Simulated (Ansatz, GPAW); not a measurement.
**A 9-layer slab of Al(100): work function by functional and basis**

Aim: the work function of both faces of a 9-layer slab of Al(100), and its spread over functionals and bases.

Main program and level: GPAW 26.7.0 and Ansatz 0.2.0; Ansatz plane waves; slab in vacuum with a dipole correction, relaxation, in the first sound run; inputs show where later runs differ.

Report form: the programs' logs are mostly left out.

## (1) The structure

The cell holds 9 atoms: 9 Al. Cell: a = 2.864 Å, b = 2.864 Å, c = 30.200 Å, α = 90.0°, β = 90.0°, γ = 90.0°. Vacuum lies along c.

## (2) Relaxation

The atoms are relaxed first, since the surface dipole, and with it the work function, follows the positions of the outer layers. The lowest 4 atoms are held at bulk positions and keep their forces.

The input, input.yaml:

```yaml
crystal:
  lattice:
    - [2.8637824638, 0.0, 0.0]
    - [0.0, 2.8637824638, 0.0]
    - [0.0, 0.0, 30.2]
  atoms:
    - { symbol: Al, position: [0.0, 0.0, 0.2317880795] }
    - { symbol: Al, position: [0.5, 0.5, 0.2988410596] }
    - { symbol: Al, position: [0.0, 0.0, 0.3658940397] }
    - { symbol: Al, position: [0.5, 0.5, 0.4329470199] }
    - { symbol: Al, position: [0.0, 0.0, 0.5] }
    - { symbol: Al, position: [0.5, 0.5, 0.5670529801] }
    - { symbol: Al, position: [0.0, 0.0, 0.6341059603] }
    - { symbol: Al, position: [0.5, 0.5, 0.7011589404] }
    - { symbol: Al, position: [0.0, 0.0, 0.7682119205] }
kpoints:
  mp_grid: { grid: [11, 11, 1] }
hamiltonian:
  xc: pbe
scf:
  occupations: { method: fermi_dirac, width: 0.1 }
efield:
  axis: 3
  dipole_correction: true
  ramp_width: 0.05
relax:
  f_tol: 0.02
  max_steps: 60
  constraints: [{ sites: [0, 1, 2, 3] }]
output:
  write_potential: true
  write_density: true
  volumetric_format: npy
```

Command:

```bash
ansatz run input.yaml --threads 4 --pin off --max-ram 8192MiB --backend cpu --events-out ev --progress --plain --runs-dir out
```

Elapsed: 4.3 s, on 4 threads of Intel Xeon 6975P-C (Granite Rapids), shared host; peak memory 0.58 GiB.

The steps of the relaxation:

```
step  energy less that of the first step (eV)  largest force component (eV/Å)
   1                                   0.0000                          0.0881
   2                                  -0.0023                          0.0324
   3                                  -0.0024                          0.0025
```

Forces are held to the 8 operations that the run works with; a distortion that breaks them can't arise in this run.

The atoms that moved most (Å):

```
atom     dx     dy      dz  length
 Al8  0.000  0.000  -0.062   0.062
 Al9  0.000  0.000  -0.058   0.058
 Al6  0.000  0.000  -0.052   0.052
 Al7  0.000  0.000  -0.047   0.047
 Al5  0.000  0.000  -0.026   0.026
```

This step gave:

* free energy: -4836.6332 eV
* smearing term TS: 0.1263 eV
* symmetry operations: 8
* upper work function: 4.212 eV
* lower work function: 4.214 eV
* dipole along the normal: 1.00e-4 e·Å
* dipole field: 7.31e-5 V/Å
* vacuum level above: 7.342 eV
* vacuum level below: 7.344 eV

The electrostatic potential energy of an electron (with the applied field's), less the Fermi level, planar mean oscillates, so the rows of the table below give means over windows of 1.96 Å about each position, cut where the curve ends. Its maxima inside the range that stand out by 2 % of the span (Å: eV): 8.0: -2.08, 10.1: -2.04, 12.0: -2.09, 14.1: -2.27, 16.1: -2.23, 18.0: -2.08, 20.1: -2.15, 22.1: -2.04. Its minima: 7.0: -5.85, 9.1: -6.05, 11.0: -6.08, 13.1: -6.09, 15.1: -6.10, 17.1: -6.10, 19.0: -6.07, 21.1: -6.05, 23.1: -5.85.

The electrostatic potential energy of an electron (with the applied field's), less the Fermi level, planar mean by z; means over each step:

z (Å), electrostatic potential energy of an electron (with the applied field's), less the Fermi level, planar mean (eV) and a bar from the least value:
```
     0.98       4.21 ##############################
     2.94       4.21 ##############################
     4.90       3.63 ############################
     6.86      -4.03 ##
     8.82      -4.66 
    10.78      -4.65 
    12.74      -4.66 
    14.70      -4.72 
    16.66      -4.71 
    18.62      -4.60 
    20.58      -4.64 
    22.54      -4.46 #
    24.50       1.24 ####################
    26.46       4.19 ##############################
    28.42       4.21 ##############################
```

The valence density, planar mean oscillates, so the rows of the table below give means over windows of 1.96 Å about each position, cut where the curve ends. Its maxima inside the range that stand out by 2 % of the span (Å: e/Å³): 8.1: 0.194, 10.1: 0.197, 12.0: 0.197, 14.1: 0.202, 16.1: 0.202, 18.0: 0.197, 20.1: 0.199, 22.1: 0.193. Its minima: 9.1: 0.164, 11.0: 0.163, 13.0: 0.163, 15.1: 0.163, 17.1: 0.163, 19.0: 0.163, 21.1: 0.164.

Valence density, planar mean against z; means over each step:

```
z (Å)  valence density, planar mean (e/Å³)
 0.98                               9.3e-7
 2.94                               1.5e-4
 4.90                               0.0182
 6.86                                0.151
 8.82                                0.180
10.78                                0.180
12.74                                0.181
14.70                                0.183
16.66                                0.182
18.62                                0.180
20.58                                0.182
22.54                                0.178
24.50                               0.0625
26.46                               9.9e-4
28.42                               6.3e-6
```

The relaxation lowered the energy of the cell by 0.00242 eV.

## (3) Plane waves, PBE

The work function is the vacuum plateau of the electrostatic potential less the Fermi level; a dipole layer lets the two faces have plateaus of their own.

This step: GPAW, PAW setups; slab in vacuum (GPAW 26.7.0).

The input, run.py:

```python
import json
import numpy as np
from ase import Atoms
from gpaw import GPAW, PW

slab = Atoms(
    ['Al', 'Al', 'Al', 'Al', 'Al', 'Al', 'Al', 'Al', 'Al'],
    positions=[
        [0.00000, 0.00000, 7.00000],
        [1.43189, 1.43189, 9.02500],
        [0.00000, 0.00000, 11.05000],
        [1.43189, 1.43189, 13.07500],
        [-0.00000, 0.00000, 15.07437],
        [1.43189, 1.43189, 17.07317],
        [-0.00000, 0.00000, 19.10280],
        [1.43189, 1.43189, 21.11265],
        [0.00000, 0.00000, 23.14227]],
    cell=[[2.86378, 0.0, 0.0], [0.0, 2.86378, 0.0], [0.0, 0.0, 30.2]],
    pbc=[True, True, False])

slab.calc = GPAW(mode=PW(400), xc='PBE', kpts={'size': (11, 11, 1), 'gamma': True},
                 occupations={'name': 'fermi-dirac', 'width': 0.1}, nbands='140%',
                 convergence={'density': 1e-05}, maxiter=200,
                 poissonsolver={'dipolelayer': 'xy'},
                 symmetry={'tolerance': 1e-3}, txt='slab.txt')
result = {}
energy = slab.get_potential_energy()
fermi = slab.calc.get_fermi_level()
v = slab.calc.get_electrostatic_potential().mean((0, 1)) - fermi
n = slab.calc.get_pseudo_density().mean((0, 1))
L = slab.cell[2, 2]
z = np.arange(len(v)) * L / len(v)
low, high = slab.positions[:, 2].min(), slab.positions[:, 2].max()
below, above = np.interp([low - 4.8, high + 4.8], z, v)
slopes = [np.interp(x, z, np.gradient(v, z)) for x in (low - 4.8, high + 4.8)]
eps = np.array([[slab.calc.get_eigenvalues(k, s) for k in range(len(slab.calc.get_ibz_k_points()))]
                for s in range(slab.calc.get_number_of_spins())]) - fermi
top, bottom = eps[eps < 0].max(), eps[eps > 0].min()
dipole = slab.get_dipole_moment()[2]
print(f'energy {energy:.4f} eV, Fermi level {fermi:.4f} eV, dipole {dipole:.5f} e A')
print(f'potential 4.8 A off the faces, from the Fermi level: lower {below:.4f} eV, upper {above:.4f} eV')
print(f'slope of the potential there: lower {slopes[0]:.5f}, upper {slopes[1]:.5f} eV/A')
print(f'nearest levels on the mesh: {top:.4f} and {bottom:.4f} eV')
print('magnetic moment', round(slab.get_magnetic_moment(), 3))
result.update(energy=energy, fermi=fermi, dipole=dipole, below=below, above=above, slopes=slopes, edges=[top, bottom],
              z=z.tolist(), v=v.tolist(), n=n.tolist(), positions=slab.positions.tolist(),
              forces=slab.get_forces(apply_constraint=False).tolist(), moments=slab.get_magnetic_moments().tolist())
json.dump(result, open('result.json', 'w'))
```

Command:

```bash
OMP_NUM_THREADS=1 OPENBLAS_NUM_THREADS=1 python run.py
```

Elapsed: 68 s, on 1 thread; peak memory 0.22 GiB.

Numbers from this step:

```yaml
dipole_along_the_normal: -9.01e-5 e·Å
levels_nearest_the_fermi_level_on_the_mesh: -0.03721, 0.01873 eV from the Fermi level
upper_work_function: 4.216 eV
lower_work_function: 4.216 eV
```

The electrostatic potential energy of an electron (without an applied field's), less the Fermi level, planar mean oscillates, so the rows of the table below give means over windows of 2.05 Å about each position, cut where the curve ends. Its maxima inside the range that stand out by 2 % of the span (Å: eV): 8.0: -2.02, 10.0: -1.98, 12.1: -2.02, 14.0: -2.22, 16.1: -2.18, 18.1: -2.00, 20.1: -2.13, 22.1: -1.98. Its minima: 7.0: -13.3, 9.1: -13.4, 11.0: -13.4, 13.1: -13.5, 15.1: -13.5, 17.0: -13.5, 19.1: -13.5, 21.1: -13.4, 23.2: -13.2.

Electrostatic potential energy of an electron (without an applied field's), less the Fermi level, planar mean against z; means over each step:

```
z (Å)  electrostatic potential energy of an electron (without an applied field's), less the Fermi level, planar mean (eV)
 1.02                                                                                                                4.22
 3.07                                                                                                                4.21
 5.12                                                                                                                3.15
 7.17                                                                                                               -6.78
 9.22                                                                                                               -7.05
11.28                                                                                                               -7.07
13.32                                                                                                               -7.14
15.37                                                                                                               -7.17
17.42                                                                                                               -7.09
19.47                                                                                                               -7.13
21.52                                                                                                               -7.07
23.57                                                                                                               -5.52
25.62                                                                                                                3.97
27.67                                                                                                                4.22
29.72                                                                                                                4.22
```

The pseudo valence density, planar mean oscillates, so the rows of the table below give means over windows of 1 Å about each position, cut where the curve ends. Its maxima inside the range that stand out by 2 % of the span (Å: e/Å³): 6.5: 0.158, 8.4: 0.200, 10.4: 0.201, 12.3: 0.200, 13.8: 0.204, 16.4: 0.204, 17.7: 0.200, 19.8: 0.203, 21.8: 0.199, 23.5: 0.161. Its minima: 6.9: 0.131, 9.1: 0.131, 11.0: 0.131, 13.2: 0.134, 15.1: 0.130, 17.0: 0.130, 19.2: 0.136, 21.1: 0.131, 23.1: 0.132.

Table of pseudo valence density, planar mean by z; means over each step:

z (Å), pseudo valence density, planar mean (e/Å³) and a bar:
```
        2      0.000 
        3      0.000 
        4      0.001 
        5      0.015 ##
        6      0.094 ##############
        7      0.155 #######################
        8      0.196 #############################
        9      0.163 ########################
       10      0.198 ##############################
       11      0.163 ########################
       12      0.198 #############################
       13      0.164 ########################
       14      0.201 ##############################
       15      0.165 #########################
       16      0.201 ##############################
       17      0.164 ########################
       18      0.197 #############################
       19      0.164 ########################
       20      0.199 ##############################
       21      0.165 #########################
       22      0.195 #############################
       23      0.160 ########################
       24      0.111 ################
       25      0.020 ###
       26      0.002 
       27      0.000 
       28      0.000
```

Force by atom:

```
atom  x (eV/Å)  y (eV/Å)  z (eV/Å)    size
 Al1    0.0000    0.0000   -0.0138  0.0138
 Al2    0.0000    0.0000    0.0475  0.0475
 Al3    0.0000    0.0000   -0.0502  0.0502
 Al4    0.0000    0.0000    0.0106  0.0106
 Al5    0.0000    0.0000   -0.0011  0.0011
 Al6    0.0000    0.0000    0.0005  0.0005
 Al7    0.0000    0.0000   -0.0027  0.0027
 Al8    0.0000    0.0000    0.0030  0.0030
 Al9    0.0000    0.0000    0.0060  0.0060
```

The potential is flat to 6.5e-4 eV/Å where it is read, so the vacuum is wide enough. The geometry is the other program's minimum; here the largest force on a free atom is 0.0060 eV/Å.

## (4) Self-consistent run: xc = "LDA"

The same geometry under LDA, to see how far the functional moves the levels against the vacuum.

Edit run.py of step 3 so:

```diff
@@ -20,3 +20,3 @@
 
-slab.calc = GPAW(mode=PW(400), xc='PBE', kpts={'size': (11, 11, 1), 'gamma': True},
+slab.calc = GPAW(mode=PW(400), xc='LDA', kpts={'size': (11, 11, 1), 'gamma': True},
                  occupations={'name': 'fermi-dirac', 'width': 0.1}, nbands='140%',
```

Elapsed: 52 s, on 1 thread; peak memory 0.22 GiB.

This step gave:

```
dipole along the normal                    : -8.62e-5 e·Å
levels nearest the Fermi level on the mesh : -0.03699, 0.02135 eV from the Fermi level
upper work function                        : 4.363 eV
lower work function                        : 4.362 eV
```

The electrostatic potential energy of an electron (without an applied field's), less the Fermi level, planar mean oscillates, so the rows of the table below give means over windows of 2.05 Å about each position, cut where the curve ends. Its maxima inside the range that stand out by 2 % of the span (Å: eV): 8.0: -1.83, 10.0: -1.79, 12.1: -1.84, 14.0: -2.03, 16.1: -1.99, 18.1: -1.82, 20.1: -1.94, 22.1: -1.79. Its minima: 7.0: -13.1, 9.1: -13.2, 11.0: -13.2, 13.1: -13.3, 15.1: -13.3, 17.0: -13.3, 19.1: -13.3, 21.1: -13.2, 23.2: -13.0.

Table of electrostatic potential energy of an electron (without an applied field's), less the Fermi level, planar mean by z; means over each step:

```
z (Å)  electrostatic potential energy of an electron (without an applied field's), less the Fermi level, planar mean (eV)
 1.02                                                                                                                4.36
 3.07                                                                                                                4.36
 5.12                                                                                                                3.29
 7.17                                                                                                               -6.60
 9.22                                                                                                               -6.85
11.28                                                                                                               -6.87
13.32                                                                                                               -6.94
15.37                                                                                                               -6.96
17.42                                                                                                               -6.89
19.47                                                                                                               -6.93
21.52                                                                                                               -6.87
23.57                                                                                                               -5.36
25.62                                                                                                                4.12
27.67                                                                                                                4.36
29.72                                                                                                                4.36
```

The pseudo valence density, planar mean oscillates, so the rows of the table below give means over windows of 1 Å about each position, cut where the curve ends. Its maxima inside the range that stand out by 2 % of the span (Å: e/Å³): 6.5: 0.159, 7.5: 0.198, 8.4: 0.200, 10.4: 0.201, 12.5: 0.200, 13.8: 0.203, 16.4: 0.204, 17.7: 0.200, 19.8: 0.202, 21.8: 0.199, 23.5: 0.162. Its minima: 6.9: 0.131, 8.0: 0.194, 9.1: 0.131, 11.0: 0.131, 13.2: 0.134, 15.1: 0.130, 17.0: 0.130, 19.2: 0.136, 21.1: 0.131, 23.1: 0.132.

Pseudo valence density, planar mean against z; means over each step:

```
z (Å)  pseudo valence density, planar mean (e/Å³)
    2                                      6.6e-6
    3                                      9.2e-5
    4                                     0.00125
    5                                      0.0147
    6                                      0.0940
    7                                       0.156
    8                                       0.196
    9                                       0.164
   10                                       0.198
   11                                       0.163
   12                                       0.198
   13                                       0.164
   14                                       0.201
   15                                       0.165
   16                                       0.201
   17                                       0.164
   18                                       0.197
   19                                       0.164
   20                                       0.199
   21                                       0.165
   22                                       0.194
   23                                       0.161
   24                                       0.110
   25                                      0.0202
   26                                     0.00181
   27                                      1.3e-4
   28                                      9.6e-6
```

Force by atom:

```
atom  x (eV/Å)  y (eV/Å)  z (eV/Å)   size
 Al1     0.000     0.000     0.151  0.151
 Al2     0.000     0.000     0.052  0.052
 Al3     0.000     0.000    -0.054  0.054
 Al4     0.000     0.000     0.020  0.020
 Al5     0.000     0.000    -0.001  0.001
 Al6     0.000     0.000    -0.011  0.011
 Al7     0.000     0.000     0.006  0.006
 Al8     0.000     0.000    -0.007  0.007
 Al9     0.000     0.000    -0.157  0.157
```

The upper face's work function is 4.363 eV, against 4.216 eV in the first plane-wave PBE run at this geometry.

## (5) Self-consistent run: xc = "revPBE"

The same geometry under revPBE, to see how far the functional moves the levels against the vacuum.

Edit run.py of step 4 so:

```diff
@@ -20,3 +20,3 @@
 
-slab.calc = GPAW(mode=PW(400), xc='LDA', kpts={'size': (11, 11, 1), 'gamma': True},
+slab.calc = GPAW(mode=PW(400), xc='revPBE', kpts={'size': (11, 11, 1), 'gamma': True},
                  occupations={'name': 'fermi-dirac', 'width': 0.1}, nbands='140%',
```

Run time: 87 s. Hardware: 1 thread; peak memory 0.22 GiB.

Numbers from this step:

```
dipole along the normal                    : -1.07e-4 e·Å
levels nearest the Fermi level on the mesh : -0.01535, 0.007793 eV from the Fermi level
upper work function                        : 4.154 eV
lower work function                        : 4.153 eV
```

The upper face's work function is 4.154 eV, against 4.216 eV in the first plane-wave PBE run at this geometry.

[end of part 1 of 3]

[Logs are printed without paths, hosts, clocks, repeated set-up lines and the standing remarks that a program may print on its own settings, such as how far it seeks lower states.]

[Hosts, paths, dates, database ids (printed as entryN), source tags and the programs' standing remarks are cut or masked in the printed files.]
